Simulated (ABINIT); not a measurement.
# GaH3 (Pm-3m): zone-centre phonons, part 3 of 3

Which modes does GaH3 (Pm-3m) have at the zone centre?

ABINIT 10.8.3; DFT PBE, scalar-relativistic, plane waves, PseudoDojo norm-conserving pseudopotentials.

So far. Step 5 (Relaxation): The volume changes by +0.6 % in this run and stands -28.7 % from the first cell. Step 7 (Linear response at Γ): The acoustic modes at Γ come out as far as 3.2 cm⁻¹ from zero, where they should vanish, a small numerical error. The relaxed cell has a = 3.501 Å (conventional setting).

The structure was built from a prototype and need not be the compound's stable phase.

## Step 8: Modes with the sum rule

anaddb reads the merged derivatives and imposes the acoustic sum rule.

Contents of anaddb.abi:

```
ddb_filepath "gamma_DDB"
output_file "anaddb.abo"
outdata_prefix "anaddb"
asr 1
chneut 1
enunit 2
eivec 1
nph1l 1
qph1l 0.0 0.0 0.0 1.0
```

Contents of mrgddb.in:

```
gamma_DDB
merged
2
dfpt_gammao_DDB
gso_DDB
```

Started as:

```console
$ mrgddb < mrgddb.in > mrgddb.log
$ OMP_NUM_THREADS=1 anaddb anaddb.abi > anaddb.log
```

anaddb.abo, the main output file:

```text
-outvars_anaddb: echo values of input variables ----------------------

 Miscellaneous information :
      enunit         2
       eivec         1
         asr         1
 First list of wavevector (reduced coord.) :
       nph1l         1
       qph1l
                     0.00000000E+00  0.00000000E+00  0.00000000E+00    1.000E+00

================================================================================

 read the DDB information and perform some checks

  ==== Info on the Cryst% object ====
 Real(R)+Recip(G) space primitive vectors, cartesian coordinates (Bohr,Bohr^-1):
 R(1)=  6.6154069  0.0000000  0.0000000  G(1)=  0.1511623  0.0000000  0.0000000
 R(2)=  0.0000000  6.6154069  0.0000000  G(2)=  0.0000000  0.1511623  0.0000000
 R(3)=  0.0000000  0.0000000  6.6154069  G(3)=  0.0000000  0.0000000  0.1511623
 Unit cell volume ucvol=  2.8951408E+02 bohr^3
 Angles (23,13,12)=  9.00000000E+01  9.00000000E+01  9.00000000E+01 degrees
 Time-reversal symmetry is present
 Reduced atomic positions [iatom, xred, symbol]:
    1)    0.0000000  0.0000000  0.0000000  Ga
    2)    0.5000000  0.0000000  0.0000000   H
    3)    0.0000000  0.5000000  0.0000000   H
    4)    0.0000000  0.0000000  0.5000000   H

 DDB file with 3 blocks has been read.

================================================================================

 Treat the first list of vectors

  Phonon wavevector (reduced coordinates) :  0.00000  0.00000  0.00000
 Phonon energies in Hartree :
   0.000000E+00  0.000000E+00  0.000000E+00  1.467130E-03  1.467130E-03
   1.467130E-03  2.332739E-03  2.332739E-03  2.332739E-03  7.106453E-03
   7.106453E-03  7.106453E-03
 Phonon energies in meV     :
-  0.000000E+00  0.000000E+00  0.000000E+00  3.992264E+01  3.992264E+01
-  3.992264E+01  6.347705E+01  6.347705E+01  6.347705E+01  1.933764E+02
-  1.933764E+02  1.933764E+02
 Phonon frequencies in cm-1    :
-  0.000000E+00  0.000000E+00  0.000000E+00  3.219978E+02  3.219978E+02
-  3.219978E+02  5.119769E+02  5.119769E+02  5.119769E+02  1.559686E+03
-  1.559686E+03  1.559686E+03
 Phonon frequencies in Thz     :
-  0.000000E+00  0.000000E+00  0.000000E+00  9.653251E+00  9.653251E+00
-  9.653251E+00  1.534868E+01  1.534868E+01  1.534868E+01  4.675822E+01
-  4.675822E+01  4.675822E+01
 Phonon energies in Kelvin  :
-  0.000000E+00  0.000000E+00  0.000000E+00  4.632830E+02  4.632830E+02
-  4.632830E+02  7.366206E+02  7.366206E+02  7.366206E+02  2.244040E+03
-  2.244040E+03  2.244040E+03

 Eigendisplacements
 (will be given, for each mode : in cartesian coordinates
   for each atom the real part of the displacement vector,
   then the imaginary part of the displacement vector - absolute values smaller than 1.0d-7 are set to zero)
  Mode number    1   Energy    0.000000E+00
 Attention : low frequency mode.
   (Could be unstable or acoustic mode)
-  1  0.00000000E+00  0.00000000E+00  2.74607847E-03
-     0.00000000E+00  0.00000000E+00  0.00000000E+00
-  2  0.00000000E+00  0.00000000E+00  2.74607835E-03
-     0.00000000E+00  0.00000000E+00  0.00000000E+00
-  3  0.00000000E+00  0.00000000E+00  2.74607835E-03
-     0.00000000E+00  0.00000000E+00  0.00000000E+00
-  4  0.00000000E+00  0.00000000E+00  2.74607839E-03
-     0.00000000E+00  0.00000000E+00  0.00000000E+00
  Mode number    2   Energy    0.000000E+00
 Attention : low frequency mode.
   (Could be unstable or acoustic mode)
-  1  1.00754839E-06  2.74607828E-03  0.00000000E+00
-     0.00000000E+00  0.00000000E+00  0.00000000E+00
-  2  1.00754836E-06  2.74607816E-03  0.00000000E+00
-     0.00000000E+00  0.00000000E+00  0.00000000E+00
-  3  1.00754835E-06  2.74607820E-03  0.00000000E+00
-     0.00000000E+00  0.00000000E+00  0.00000000E+00
-  4  1.00754835E-06  2.74607816E-03  0.00000000E+00
-     0.00000000E+00  0.00000000E+00  0.00000000E+00
  Mode number    3   Energy    0.000000E+00
 Attention : low frequency mode.
   (Could be unstable or acoustic mode)
-  1  2.74607828E-03 -1.00754832E-06  0.00000000E+00
-     0.00000000E+00  0.00000000E+00  0.00000000E+00
-  2  2.74607820E-03 -1.00754828E-06  0.00000000E+00
-     0.00000000E+00  0.00000000E+00  0.00000000E+00
-  3  2.74607816E-03 -1.00754829E-06  0.00000000E+00
-     0.00000000E+00  0.00000000E+00  0.00000000E+00
-  4  2.74607816E-03 -1.00754828E-06  0.00000000E+00
-     0.00000000E+00  0.00000000E+00  0.00000000E+00
  Mode number    4   Energy    1.467130E-03
-  1  0.00000000E+00  0.00000000E+00 -5.45461376E-04
-     0.00000000E+00  0.00000000E+00  0.00000000E+00
-  2  0.00000000E+00 -1.36370951E-06  1.54384134E-02
-     0.00000000E+00  0.00000000E+00  0.00000000E+00
-  3  0.00000000E+00 -6.05498824E-07  1.54384134E-02
-     0.00000000E+00  0.00000000E+00  0.00000000E+00
-  4  0.00000000E+00 -1.36370951E-06  6.85478916E-03
-     0.00000000E+00  0.00000000E+00  0.00000000E+00
  Mode number    5   Energy    1.467130E-03
-  1  0.00000000E+00  5.45461376E-04  0.00000000E+00
-     0.00000000E+00  0.00000000E+00  0.00000000E+00
-  2 -1.70199154E-07 -1.54384134E-02 -1.36371054E-06
-     0.00000000E+00  0.00000000E+00  0.00000000E+00
-  3 -3.83323958E-07 -6.85478915E-03 -1.36371054E-06
-     0.00000000E+00  0.00000000E+00  0.00000000E+00
-  4 -3.83323958E-07 -1.54384134E-02 -6.05499281E-07
-     0.00000000E+00  0.00000000E+00  0.00000000E+00
  Mode number    6   Energy    1.467130E-03
-  1  5.45461378E-04  0.00000000E+00  0.00000000E+00
-     0.00000000E+00  0.00000000E+00  0.00000000E+00
-  2 -6.85478918E-03  3.83327623E-07  0.00000000E+00
-     0.00000000E+00  0.00000000E+00  0.00000000E+00
-  3 -1.54384135E-02  1.70200781E-07  0.00000000E+00
-     0.00000000E+00  0.00000000E+00  0.00000000E+00
-  4 -1.54384135E-02  3.83327623E-07  0.00000000E+00
-     0.00000000E+00  0.00000000E+00  0.00000000E+00
  Mode number    7   Energy    2.332739E-03
-  1  0.00000000E+00  0.00000000E+00  0.00000000E+00
-     0.00000000E+00  0.00000000E+00  0.00000000E+00
-  2  0.00000000E+00  1.20437103E-05 -1.64963361E-02
-     0.00000000E+00  0.00000000E+00  0.00000000E+00
-  3 -3.37169097E-07  0.00000000E+00  1.64963361E-02
-     0.00000000E+00  0.00000000E+00  0.00000000E+00
-  4  3.37169097E-07 -1.20437103E-05  0.00000000E+00
-     0.00000000E+00  0.00000000E+00  0.00000000E+00
  Mode number    8   Energy    2.332739E-03
-  1  0.00000000E+00  0.00000000E+00  0.00000000E+00
-     0.00000000E+00  0.00000000E+00  0.00000000E+00
-  2  0.00000000E+00  1.64963358E-02  1.20436460E-05
-     0.00000000E+00  0.00000000E+00  0.00000000E+00
-  3  3.13374239E-06  0.00000000E+00 -1.20436460E-05
-     0.00000000E+00  0.00000000E+00  0.00000000E+00
-  4 -3.13374239E-06 -1.64963358E-02  0.00000000E+00
-     0.00000000E+00  0.00000000E+00  0.00000000E+00
  Mode number    9   Energy    2.332739E-03
-  1  0.00000000E+00  0.00000000E+00  0.00000000E+00
-     0.00000000E+00  0.00000000E+00  0.00000000E+00
-  2  0.00000000E+00  3.13349540E-06  3.39456896E-07
-     0.00000000E+00  0.00000000E+00  0.00000000E+00
-  3 -1.64963402E-02  0.00000000E+00 -3.39456896E-07
-     0.00000000E+00  0.00000000E+00  0.00000000E+00
-  4  1.64963402E-02 -3.13349540E-06  0.00000000E+00
-     0.00000000E+00  0.00000000E+00  0.00000000E+00
  Mode number   10   Energy    7.106453E-03
-  1  0.00000000E+00  0.00000000E+00  1.71800860E-04
-     0.00000000E+00  0.00000000E+00  0.00000000E+00
-  2  0.00000000E+00  0.00000000E+00  5.12285959E-03
-     0.00000000E+00  0.00000000E+00  0.00000000E+00
-  3  0.00000000E+00  0.00000000E+00  5.12285959E-03
-     0.00000000E+00  0.00000000E+00  0.00000000E+00
-  4  0.00000000E+00  0.00000000E+00 -2.21298309E-02
-     0.00000000E+00  0.00000000E+00  0.00000000E+00
  Mode number   11   Energy    7.106453E-03
-  1  0.00000000E+00  1.71800860E-04  0.00000000E+00
-     0.00000000E+00  0.00000000E+00  0.00000000E+00
-  2  0.00000000E+00  5.12285959E-03  0.00000000E+00
-     0.00000000E+00  0.00000000E+00  0.00000000E+00
-  3  0.00000000E+00 -2.21298309E-02  0.00000000E+00
-     0.00000000E+00  0.00000000E+00  0.00000000E+00
-  4  0.00000000E+00  5.12285959E-03  0.00000000E+00
-     0.00000000E+00  0.00000000E+00  0.00000000E+00
  Mode number   12   Energy    7.106453E-03
-  1  1.71800860E-04  0.00000000E+00  0.00000000E+00
-     0.00000000E+00  0.00000000E+00  0.00000000E+00
-  2 -2.21298309E-02  0.00000000E+00  0.00000000E+00
-     0.00000000E+00  0.00000000E+00  0.00000000E+00
-  3  5.12285959E-03  0.00000000E+00  0.00000000E+00
-     0.00000000E+00  0.00000000E+00  0.00000000E+00
-  4  5.12285959E-03  0.00000000E+00  0.00000000E+00
-     0.00000000E+00  0.00000000E+00  0.00000000E+00

 Analysis of degeneracies and characters (maximum tolerance=1.00E-06 a.u.)
 For each vibration mode, or group of modes if degenerate,
 the characters are given for each symmetry operation (see the list in the log file).
 Symmetry characters of vibration mode #   1
       degenerate with vibration modes #   2 to    3
  3.0 -3.0 -1.0  1.0 -1.0  1.0 -1.0  1.0  1.0 -1.0 -1.0  1.0  1.0 -1.0 -1.0  1.0
  0.0 -0.0  0.0 -0.0 -0.0  0.0 -0.0  0.0  1.0 -1.0 -1.0  1.0 -1.0  1.0  1.0 -1.0
  0.0 -0.0 -0.0  0.0 -0.0  0.0  0.0 -0.0  1.0 -1.0  1.0 -1.0 -1.0  1.0 -1.0  1.0
 Symmetry characters of vibration mode #   4
       degenerate with vibration modes #   5 to    6
  3.0 -3.0 -1.0  1.0 -1.0  1.0 -1.0  1.0  1.0 -1.0 -1.0  1.0  1.0 -1.0 -1.0  1.0
 -0.0  0.0 -0.0  0.0  0.0 -0.0  0.0 -0.0  1.0 -1.0 -1.0  1.0 -1.0  1.0  1.0 -1.0
 -0.0  0.0  0.0 -0.0  0.0 -0.0 -0.0  0.0  1.0 -1.0  1.0 -1.0 -1.0  1.0 -1.0  1.0
 Symmetry characters of vibration mode #   7
       degenerate with vibration modes #   8 to    9
  3.0 -3.0 -1.0  1.0 -1.0  1.0 -1.0  1.0 -1.0  1.0  1.0 -1.0 -1.0  1.0  1.0 -1.0
 -0.0  0.0  0.0 -0.0 -0.0  0.0  0.0 -0.0 -1.0  1.0  1.0 -1.0  1.0 -1.0 -1.0  1.0
 -0.0  0.0 -0.0  0.0  0.0 -0.0  0.0 -0.0 -1.0  1.0 -1.0  1.0  1.0 -1.0  1.0 -1.0
 Symmetry characters of vibration mode #  10
       degenerate with vibration modes #  11 to   12
  3.0 -3.0 -1.0  1.0 -1.0  1.0 -1.0  1.0  1.0 -1.0 -1.0  1.0  1.0 -1.0 -1.0  1.0
  0.0 -0.0 -0.0  0.0 -0.0  0.0  0.0 -0.0  1.0 -1.0 -1.0  1.0 -1.0  1.0  1.0 -1.0
  0.0 -0.0 -0.0  0.0  0.0 -0.0 -0.0  0.0  1.0 -1.0  1.0 -1.0 -1.0  1.0 -1.0  1.0
-
```

Elapsed: 0.52 s, on 1 thread of Arm Neoverse V1, shared host.

Numbers from this step:

| Quantity | Value |
| --- | --- |
| lowest optical zone-centre mode | 322 cm⁻¹ |

No LO-TO term; unit eigenvectors of the mass-weighted matrix, from anaddb's displacements. Modes at Γ, with each element's share of the kinetic energy:

```csv
mode,frequency (cm⁻¹),symmetry,Ga %,H %
1,0.0,acoustic,96,4
2,0.0,acoustic,96,4
3,0.0,acoustic,96,4
4,322.0,T1u,4,96
5,322.0,T1u,4,96
6,322.0,T1u,4,96
7,512.0,T2u,0,100
8,512.0,T2u,0,100
9,512.0,T2u,0,100
10,1559.7,T1u,0,100
11,1559.7,T1u,0,100
12,1559.7,T1u,0,100
```

Displacements in mode 4 (322.0 cm⁻¹), the largest set to 1:
```
Ga1  0.00  0.00 -0.04
H2   0.00  0.00  1.00
H3   0.00  0.00  1.00
H4   0.00  0.00  0.44
```

Displacements in mode 10 (1559.7 cm⁻¹), the largest set to 1:
```
Ga1  0.00  0.00  0.01
H2   0.00  0.00  0.23
H3   0.00  0.00  0.23
H4   0.00  0.00 -1.00
```

The rule moves no optical mode by more than 0.2 cm⁻¹.

## Step 9: Summary of results

| Item | Value |
| --- | --- |
| space group after relaxation | Pm-3m |
| volume per atom | 10.7 Å³ |
| highest optical zone-centre mode (no LO-TO term) | 1560 cm⁻¹ |
| lowest optical zone-centre mode | 322 cm⁻¹ |
| imaginary optical modes at the zone centre (no q mesh in this session) | none |

In words: At the PBE level the optical modes of GaH3 (Pm-3m) at the zone centre run from 322 to 1560 cm⁻¹. These are harmonic frequencies: anharmonic shifts and widths and the lattice's thermal expansion are left out. The Fermi-Dirac smearing of 0.01 Ha is an electronic temperature of 3158 K, which adds a pressure of its own and can shift the volume and soft modes. In a metal the frequencies hang on the k mesh and the smearing, most of all near Kohn anomalies. The structure is a hypothetical one, built on a prototype.

[Host names and launcher messages were left out of these logs when they were recorded.]

[Logs are printed without paths, hosts, clocks, repeated set-up lines and the standing remarks that a program may print on its own settings, such as how far it seeks lower states.]

[Hosts, paths, dates, database ids (printed as entryN), source tags and the programs' standing remarks are cut or masked in the printed files.]
